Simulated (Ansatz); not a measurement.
G0W0 rungs for Diamond (Fd-3m, 2 atoms a cell).

It takes space group Fd-3m (No. 227, cubic). Conventional cell: a = 3.567 Å, b = 3.567 Å, c = 3.567 Å, α = 90.00°, β = 90.00°, γ = 90.00°. Nearest to C lie 4 C at 1.54 Å.

```cif
data_structure
_symmetry_space_group_name_H-M 'P 1'
_symmetry_Int_Tables_number 1
_cell_length_a 2.5221
_cell_length_b 2.5221
_cell_length_c 2.5221
_cell_angle_alpha 60.000
_cell_angle_beta 60.000
_cell_angle_gamma 60.000
_cell_volume 11.34
loop_
_atom_site_label
_atom_site_type_symbol
_atom_site_fract_x
_atom_site_fract_y
_atom_site_fract_z
_atom_site_occupancy
C1 C 0.00000 0.00000 0.00000 1
C2 C 0.25000 0.25000 0.25000 1
```

The cell and positions come from the Crystallography Open Database and are kept as given unless a step says otherwise.

Runs so far (Ansatz 0.2.0, start PBE, PAW set soft_1 files, 8×8×8 mesh). Times are wall times on 1 × NVIDIA H100 80GB HBM3 (shared by 6 runs) with 3 threads of AMD EPYC 7R13 (Zen 3), shared host, good to a factor of about two.

```csv
bands summed,cutoff (eV),gap on the mesh (eV),time
16,50,4.983,12 s
29,100,5.262,13 s
51,150,5.404,17 s
88,220,5.491,12 s
```

What should the next rung give, with 137 bands and screening to 300 eV, and where is the limit?

The error falls about as one over the bands when the cutoff rises with them. A line through the two highest rungs given predicts 5.534 eV; the run gave 5.536 eV, close to it. The two highest rungs put the limit near 5.616 eV, the pair below near 5.612 eV; their difference is a rough measure of what is unsettled in bands and cutoff; the mesh is a separate error.

Gaps are over the mesh's points; an edge off the mesh would be missed. Limits: not at the basis limit.

[Paths, hosts, dates, memory and timing lines, banners, echoed tables and standing remarks are left out of the program output.]

[Logs are printed without paths, hosts, clocks, repeated set-up lines and the standing remarks that a program may print on its own settings, such as how far it seeks lower states.]

[Runs of the session that timed out or met a known fault of the program may be left out.]

[Cells called generated may have been cut or substituted from an entry of the Crystallography Open Database or the Materials Project.]

[Hosts, paths, dates, database ids (printed as entryN), source tags and the programs' standing remarks are cut or masked in the printed files.]
